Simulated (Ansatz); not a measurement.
**CeO2 (Fm-3m): the PBE gap against the wavefunction cutoff**

How far can the wavefunction cutoff be lowered for the gap of CeO2 (Fm-3m)?

Main program and level: Ansatz 0.2.0; DFT, PBE, plane waves, PAW; PAW set soft_1.

## (1) Starting point

Symmetry: Fm-3m, No. 225, cubic system. The conventional cell has a = 5.407 Å, b = 5.407 Å, c = 5.407 Å, α = 90.00°, β = 90.00°, γ = 90.00°. Nearest to Ce lie 8 O at 2.34 Å. Nearest to O lie 4 Ce at 2.34 Å. Farther neighbours and most contacts between anions are not listed.

The cell and positions come from the Crystallography Open Database and are kept as given unless a step says otherwise. Spin-orbit coupling is left out unless a step names it.

## (2) Wavefunction cutoff: 190 eV

input.yaml

```yaml
crystal:
  lattice:
    - [0.0, 2.70365, 2.70365]
    - [2.70365, 0.0, 2.70365]
    - [2.70365, 2.70365, 0.0]
  atoms:
    - { symbol: Ce, position: [0.0, 0.0, 0.0] }
    - { symbol: O, position: [0.25, 0.25, 0.25] }
    - { symbol: O, position: [0.75, 0.75, 0.75] }
kpoints:
  mp_grid: { grid: [8, 8, 8] }
  band_path:
    path:
      - [0.0, 0.0, 0.0]
      - [0.5, 0.0, 0.5]
      - [0.625, 0.25, 0.625]
      - [0.375, 0.375, 0.75]
      - [0.5, 0.5, 0.5]
      - [0.5, 0.25, 0.75]
      - [0.2625, 0.2625, 0.525]
    npoints: 1
hamiltonian:
  xc: pbe
  pseudopotentials: { kind: paw, azcp: { folder: soft_1 } }
scf:
  occupations: { method: fermi_dirac, width: 0.02 }
  n_extra_bands: 5
  max_iter: 80
output:
  eigenvalues: true
  forces: true
  stress: true
basis:
  ecutwfc: 190.0
```

Command:

```bash
$ ansatz run input.yaml --threads 3 --pin off --max-ram 92160MiB --backend cuda --events-out ev --progress --plain --runs-dir out --devices 1 --max-vram 13GiB
```

Numbers of over 12 decimals in the logs are rounded to 6 here.

Log:

```text
Warning: basis.ecutwfc = 190 eV is below the records' recommended 420 eV, and the density's cutoff is lower with it unless basis.ecutrho_ratio is high enough to keep the records' density cutoff: compare with a run at a higher cutoff
scf.n_extra_bands = 5 over 12 filled bands (N_el = 24.0): the run solves 17 bands
GPUs: using 1 of 1 available (devices: 1).
Engine: ansatz 0.2.0, x86_64-unknown-linux-gnu
Pseudopotentials: kind: paw
Pseudopotential: Ce, paw, valence charge 12, recommended cutoff 420 eV (normal), soft_1/Ce.paw.azcp
Pseudopotential: O, paw, valence charge 6, recommended cutoff 420 eV (normal), soft_1/O.paw.azcp
Functional definition: PBE
  parameter kappa = 0.804
  parameter beta = 0.066725
  exchange = pbe_x(kappa = kappa, mu = beta*pi^2/3)
  correlation = pbe_c(beta = beta)
device memory: the entry about to start is reckoned to put 0.6 GiB on a device that reports 52.4 GiB free (of which the cap on the GPU budget leaves the run 13.0 GiB)
GPU FFT provider: cuFFT
GPU libraries: cuBLAS 13.8.2, cuFFT 12.4.0, cuSOLVER 12.3.4
Crystal: 3 atoms, lattice volume = 39.526 Å³
Basis set: ecut = 190 eV, 259 PW (Γ), exchange–correlation on 36×36×36 points (8 copies of the dense FFT grid, shifted against one another)
Bands: 17, of which v1, the nominal top of the filled ones, is band 12 counted from 1 (11 counted from 0)
Symmetry: 48 space group operations
Space group: Fm-3m (ITA 225), of the structure as read, at distance tolerance 3.4e-5 Å
k-points: 29 of 512
Non-local potential: Ce, projectors of the file, l = 0: 3, l = 1: 2, l = 2: 2, l = 3: 3
Non-local potential: O, projectors of the file, l = 0: 2, l = 1: 2, l = 2: 1
PAW form: soft (Blöchl's): semilocal exchange-correlation on the pseudo side does not see the compensation charge
PAW one-centre angular grid: Ce, 590 points (default); XC on 64 Gauss nodes
PAW one-centre angular grid: O, 110 points (default); XC on 64 Gauss nodes
Initial density: superposition of atomic densities (chi_scale 0.1, normalization cell, long waves kept (reshape's long-wave potential 0.00 eV rms))
Initial wavefunctions: pseudopotential atomic-orbital guess
GPU buffer pool allocated for 5832 grid points (all kernels)
GPU transforms: local potential and band sums: pruned to the plane-wave sphere, on 18×18×18
Functional: x = pbe(κ = 0.804, μ = 0.219515), c = pbe(β = 0.066725)
SCF iter   1: F=—  HF=-7702.972499 eV  |F-HF|=—  |Δ(HF+E_count)|=         —  Δρ=1.75e-1  dr2=5.06e0  ethr=3.10e-3  ⟨swp⟩=4.0  Hψ=1979  notcnv=0
preconditioner: auto → none  [insulator: Δε(μ)=1.965 eV  Ē_g=11.577 eV  σ=0.020 eV  W_gap=1.00  n_scr=14 (ndim 8)  ℏωp=27.7 eV  f_vac=0.000  D(μ)=0.00/eV (n_scr^D=0)  ε∞_Penn≈6.7]
SCF iter   2: F=—  HF=-7701.437378 eV  |F-HF|=—  |Δ(HF+E_count)|=    1.54e0  Δρ=5.64e-2  dr2=8.28e-1  ethr=3.10e-3  ⟨swp⟩=2.0  Hψ=1192  notcnv=0
SCF iter   3: F=—  HF=-7701.301308 eV  |F-HF|=—  |Δ(HF+E_count)|=   1.36e-1  Δρ=2.78e-2  dr2=9.85e-2  ethr=3.10e-3  ⟨swp⟩=2.1  Hψ=650  notcnv=0
SCF iter   4: F=—  HF=-7701.287357 eV  |F-HF|=—  |Δ(HF+E_count)|=   1.40e-2  Δρ=1.22e-2  dr2=1.74e-2  ethr=4.10e-4  ⟨swp⟩=1.0  Hψ=493  notcnv=0
SCF iter   5: F=—  HF=-7701.283568 eV  |F-HF|=—  |Δ(HF+E_count)|=   3.79e-3  Δρ=2.52e-3  dr2=7.92e-4  ethr=7.25e-5  ⟨swp⟩=3.0  Hψ=847  notcnv=0
SCF iter   6: F=—  HF=-7701.283481 eV  |F-HF|=—  |Δ(HF+E_count)|=   8.71e-5  Δρ=2.89e-4  dr2=1.32e-5  ethr=3.30e-6  ⟨swp⟩=2.9  Hψ=715  notcnv=0
SCF iter   7: F=—  HF=-7701.288757 eV  |F-HF|=—  |Δ(HF+E_count)|=   5.28e-3  Δρ=7.62e-5  dr2=1.43e-6  ethr=5.49e-8  ⟨swp⟩=2.0  Hψ=841  notcnv=0
SCF iter   8: F=—  HF=-7701.288757 eV  |F-HF|=—  |Δ(HF+E_count)|=   1.05e-7  Δρ=2.12e-5  dr2=1.97e-7  ethr=5.94e-9  ⟨swp⟩=2.9  Hψ=814  notcnv=0
SCF iter   9: F=-7701.288757 eV  HF=-7701.288757 eV  |F-HF|=5.68e-9  |Δ(HF+E_count)|=   1.74e-8  Δρ=6.39e-6  dr2=1.11e-8  ethr=4.17e-10  ⟨swp⟩=3.7  Hψ=1725  notcnv=0
SCF 1 converged in 9 iterations: F = -7701.288757 eV  dr2 = 1.11e-8
[...]
device memory: the entry about to start is reckoned to put 0.6 GiB on a device that reports 48.9 GiB free (of which the cap on the GPU budget leaves the run 13.0 GiB)
NSCF: frozen V_eff on 7 k-points
SCF converged after 9 iterations
Free energy (F): -7701.288757 eV
Harris-Foulkes:  -7701.288757 eV  (|F-HF|=5.68e-9)
Internal energy: -7701.288757 eV  (E = F + TS)
E sigma→0 (E₀):  -7701.288757 eV
Fermi energy:    12.330901 eV
--- Per-component energies (eV) ---
  E_band       = 18.044943
  E_kinetic    = 614.997428
  E_local      = -889.356111  (includes V_loc(G=0)·N_el)
  E_nonlocal   = 164.111860
  E_hartree    = 326.592752
  E_xc         = -305.709593
  E_vxc        = -375.207392  (∫ρ·V_xc dr)
  E_paw        = -5881.327259  (= ΣΔE_a)
  E_vpaw       = -149.703216  (= ΣTr[D̂ρ^β])
  E_aug_tail   = 0.018010  (compensation charges beyond the density's cutoff)
  E_ewald      = -1730.615845
  E_smearing   = -0.000000  (= −TS)
  E_closure    = 0.000000  (closes the sum)
  Σ components = -7701.288757   (vs F -7701.288757, Δ=0.00e0)
--- Forces (eV/Å), atoms counted from 1 ---
  atom   1  Ce    -0.00000000     0.00000000     0.00000000
  atom   2  O      0.00000000    -0.00000000     0.00000000
  atom   3  O      0.00000000    -0.00000000    -0.00000000
  max |Σ_I F_I| component: 2.31e-17 eV/Å
--- Stress (GPa, compression-positive) ---
      -14.498837       0.000000      -0.000000
        0.000000     -14.498837       0.000000
       -0.000000      -0.000000     -14.498837
  P = ⅓ Tr σ = -14.4988 GPa (-144.988 kbar)
--- Band table (eV; the first three rows and the last of 29) ---
  k-point 0: bands = [... 8 lower, 6.7169, 10.2640, 10.2640, 10.2640, 13.4929, 13.4929, 13.4929, 13.8640, ... 1 higher]
  k-point 1: bands = [... 8 lower, 7.4060, 10.4368, 10.4417, 10.4417, 13.5138, 14.0028, 14.0028, 14.3118, ... 1 higher]
  k-point 2: bands = [... 8 lower, 8.4590, 10.0061, 10.3542, 10.3542, 13.7757, 14.1207, 14.1207, 14.6771, ... 1 higher]
  k-point 28: bands = [... 8 lower, 10.0022, 10.0022, 10.6737, 11.0008, 13.8454, 14.5334, 14.5334, 15.0502, ... 1 higher]
```

Wall time 11 s (1 × NVIDIA H100 80GB HBM3 (shared by 6 runs) with 3 threads of AMD EPYC 7R13 (Zen 3), shared host); peak memory 0.92 GiB.

Numbers from this step:

| Property | Result |
| --- | --- |
| pressure | -14.50 GPa |
| gap | 2.158 eV |
| valence top at | U |
| conduction bottom at | L |
| least direct gap | 2.631 eV |

The gap is indirect, with the least direct gap 0.47 eV higher.

## (3) Wavefunction cutoff: 290 eV

Changes to input.yaml since step 2:

```diff
@@ -25,3 +25,3 @@
 scf:
-  occupations: { method: fermi_dirac, width: 0.02 }
+  occupations: { method: fixed }
   n_extra_bands: 5
@@ -33,2 +33,2 @@
 basis:
-  ecutwfc: 190.0
+  ecutwfc: 290.0
```

Log:

```text
[...]
GPUs: using 1 of 1 available (devices: 1).
[...]
GPU FFT provider: cuFFT
GPU libraries: cuBLAS 13.8.2, cuFFT 12.4.0, cuSOLVER 12.3.4
Crystal: 3 atoms, lattice volume = 39.526 Å³
Basis set: ecut = 290 eV, 459 PW (Γ), exchange–correlation on 48×48×48 points (8 copies of the dense FFT grid, shifted against one another)
[...]
k-point 0: bands = [... 8 lower, 6.9849, 10.1712, 10.1712, 10.1712, 13.1356, 13.1356, 13.1356, 13.4121, ... 1 higher]
  k-point 1: bands = [... 8 lower, 7.3504, 10.0723, 10.1433, 10.1433, 13.1277, 13.1277, 13.1578, 13.4510, ... 1 higher]
  k-point 2: bands = [... 8 lower, 8.2797, 9.8376, 10.0430, 10.0430, 13.0874, 13.0874, 13.1552, 13.3500, ... 1 higher]
  k-point 28: bands = [... 8 lower, 9.7865, 9.7865, 10.1116, 10.1715, 12.9242, 13.0061, 13.0061, 13.2726, ... 1 higher]
[key lines of the parts left out:]
SCF converged after 10 iterations
Free energy (F): -7715.085106 eV
Fermi energy:    10.855339 eV
P = ⅓ Tr σ = 5.7408 GPa (57.408 kbar)
```

Run time: 6.7 s. Hardware: 1 × NVIDIA H100 80GB HBM3 (shared by 6 runs) with 3 threads; peak memory 0.91 GiB; 3.4 s of CPU time.

Numbers from this step:

```
pressure             : 5.741 GPa
gap                  : 1.984 eV
valence top at       : k = (0.263, 0.263, 0.525)
conduction bottom at : L
least direct gap     : 2.076 eV
```

The gap is 1.984 eV, −0.175 eV from the run before at this level.

## (4) Wavefunction cutoff: 420 eV (the default)

input.yaml, the sections that differ from step 3:

```yaml
kpoints:
  mp_grid: { grid: [8, 8, 8] }
  band_path:
    path:
      - [[0.0, 0.0, 0.0], [0.5, 0.0, 0.5], [0.625, 0.25, 0.625]]
      - [[0.375, 0.375, 0.75], [0.0, 0.0, 0.0], [0.5, 0.5, 0.5], [0.5, 0.25, 0.75], [0.5, 0.0, 0.5]]
    npoints: 10
scf:
  occupations: { method: fermi_dirac, width: 0.02 }
  n_extra_bands: 5
output:
  eigenvalues: true
  forces: true
  stress: true
  write_density: true
  write_potential: true
  elf: true
  volumetric_format: npy
# crystal, hamiltonian: as in step 3
# basis: removed
```

Log:

```text
[...]
GPUs: using 1 of 1 available (devices: 1).
[...]
GPU FFT provider: cuFFT
GPU libraries: cuBLAS 13.8.2, cuFFT 12.4.0, cuSOLVER 12.3.4
Crystal: 3 atoms, lattice volume = 39.526 Å³
Basis set: ecut = 420 eV, 749 PW (Γ), exchange–correlation on 54×54×54 points (8 copies of the dense FFT grid, shifted against one another)
[...]
k-point 0: bands = [... 8 lower, 6.9568, 10.2228, 10.2228, 10.2228, 13.1432, 13.1432, 13.1432, 13.3961, ... 1 higher]
  k-point 1: bands = [... 8 lower, 7.3537, 10.0835, 10.1668, 10.1668, 13.1280, 13.1280, 13.1446, 13.4161, ... 1 higher]
  k-point 2: bands = [... 8 lower, 8.2877, 9.8359, 10.0641, 10.0641, 13.0770, 13.0770, 13.1480, 13.3242, ... 1 higher]
  k-point 28: bands = [... 8 lower, 9.7860, 9.7860, 10.0987, 10.1652, 12.8859, 13.0079, 13.0079, 13.2563, ... 1 higher]
[key lines of the parts left out:]
SCF converged after 8 iterations
Free energy (F): -7716.016164 eV
Fermi energy:    11.828168 eV
P = ⅓ Tr σ = 5.8789 GPa (58.789 kbar)
```

It took 9.1 s on 1 × NVIDIA H100 80GB HBM3 (shared by 6 runs) with 3 threads; peak memory 0.94 GiB; 5.4 s of CPU time.

This step gave:

| Item | Value |
| --- | --- |
| pressure | 5.879 GPa |
| gap | 1.958 eV |
| valence top at | k = (0.263, 0.263, 0.525) |
| conduction bottom at | L |
| least direct gap | 2.056 eV |

The gap is 1.958 eV, −0.025 eV from the run before at this level.

## (5) Wavefunction cutoff: 630 eV

input.yaml, the sections that differ from step 4:

```yaml
kpoints:
  mp_grid: { grid: [8, 8, 8] }
  band_path:
    path:
      - [0.0, 0.0, 0.0]
      - [0.5, 0.0, 0.5]
      - [0.625, 0.25, 0.625]
      - [0.375, 0.375, 0.75]
      - [0.5, 0.5, 0.5]
      - [0.5, 0.25, 0.75]
      - [0.2625, 0.2625, 0.525]
    npoints: 1
scf:
  occupations: { method: fixed }
  n_extra_bands: 5
  max_iter: 80
output:
  eigenvalues: true
  forces: true
  stress: true
basis:
  ecutwfc: 630.0
# crystal, hamiltonian: as in step 4
```

Log:

```text
[...]
GPUs: using 1 of 1 available (devices: 1).
[...]
GPU FFT provider: cuFFT
GPU libraries: cuBLAS 13.8.2, cuFFT 12.4.0, cuSOLVER 12.3.4
Crystal: 3 atoms, lattice volume = 39.526 Å³
Basis set: ecut = 630 eV, 1411 PW (Γ), exchange–correlation on 64×64×64 points (8 copies of the dense FFT grid, shifted against one another)
[...]
k-point 0: bands = [... 8 lower, 6.9561, 10.2226, 10.2226, 10.2226, 13.1433, 13.1433, 13.1433, 13.3963, ... 1 higher]
  k-point 1: bands = [... 8 lower, 7.3537, 10.0836, 10.1667, 10.1667, 13.1281, 13.1281, 13.1447, 13.4163, ... 1 higher]
  k-point 2: bands = [... 8 lower, 8.2876, 9.8359, 10.0640, 10.0640, 13.0772, 13.0772, 13.1481, 13.3243, ... 1 higher]
  k-point 28: bands = [... 8 lower, 9.7860, 9.7860, 10.0988, 10.1653, 12.8860, 13.0080, 13.0080, 13.2564, ... 1 higher]
[key lines of the parts left out:]
SCF converged after 8 iterations
Free energy (F): -7716.023122 eV
Fermi energy:    10.846851 eV
P = ⅓ Tr σ = 5.8690 GPa (58.690 kbar)
```

It took 9.9 s on 1 × NVIDIA H100 80GB HBM3 (shared by 6 runs) with 3 threads; peak memory 0.92 GiB; 6.1 s of CPU time.

This step gave:

| Property | Result |
| --- | --- |
| pressure | 5.869 GPa |
| gap | 1.958 eV |
| valence top at | k = (0.263, 0.263, 0.525) |
| conduction bottom at | L |
| least direct gap | 2.056 eV |

The gap is 1.958 eV, as in the run before at this level.

## (6) The series

Differences are against the last row; a negative gap means that bands overlap, and a run with a band path holds that path's time. Times are wall times on 1 × NVIDIA H100 80GB HBM3 (shared by 6 runs) with 3 threads of AMD EPYC 7R13 (Zen 3), shared host, good to a factor of about two.

```tsv
wavefunction cutoff	gap (eV)	direct gap (eV)	gap error (eV)	energy error (meV/atom)	irreducible k	time
190 eV	2.158	2.631	+0.200	+4911.5	29	11 s
290 eV	1.984	2.076	+0.025	+312.7	29	6.7 s
420 eV	1.958	2.056	−0.0001	+2.3	29	9.1 s
630 eV	1.958	2.056	+0.000	+0.0	29	9.9 s
```

## (7) What came out

```
190 eV : 2.158 eV
290 eV : 1.984 eV
420 eV : 1.958 eV
630 eV : 1.958 eV
```

What this shows: The gap holds to 0.02 eV from 420 eV on. At 190 eV the gap is off by +0.200 eV and the energy by +4911 meV/atom. The runs have no spin polarisation. For a closed low-spin shell that is the natural state; where a d or f shell is open it is a constraint, and the gap is then not the crystal's own.

[Paths, hosts, dates, memory and timing lines, banners, echoed tables and standing remarks are left out of the program output.]

[Logs are printed without paths, hosts, clocks, repeated set-up lines and the standing remarks that a program may print on its own settings, such as how far it seeks lower states.]

[Runs of the session that timed out or met a known fault of the program may be left out.]

[Cells called generated may have been cut or substituted from an entry of the Crystallography Open Database or the Materials Project.]

[Hosts, paths, dates, database ids (printed as entryN), source tags and the programs' standing remarks are cut or masked in the printed files.]
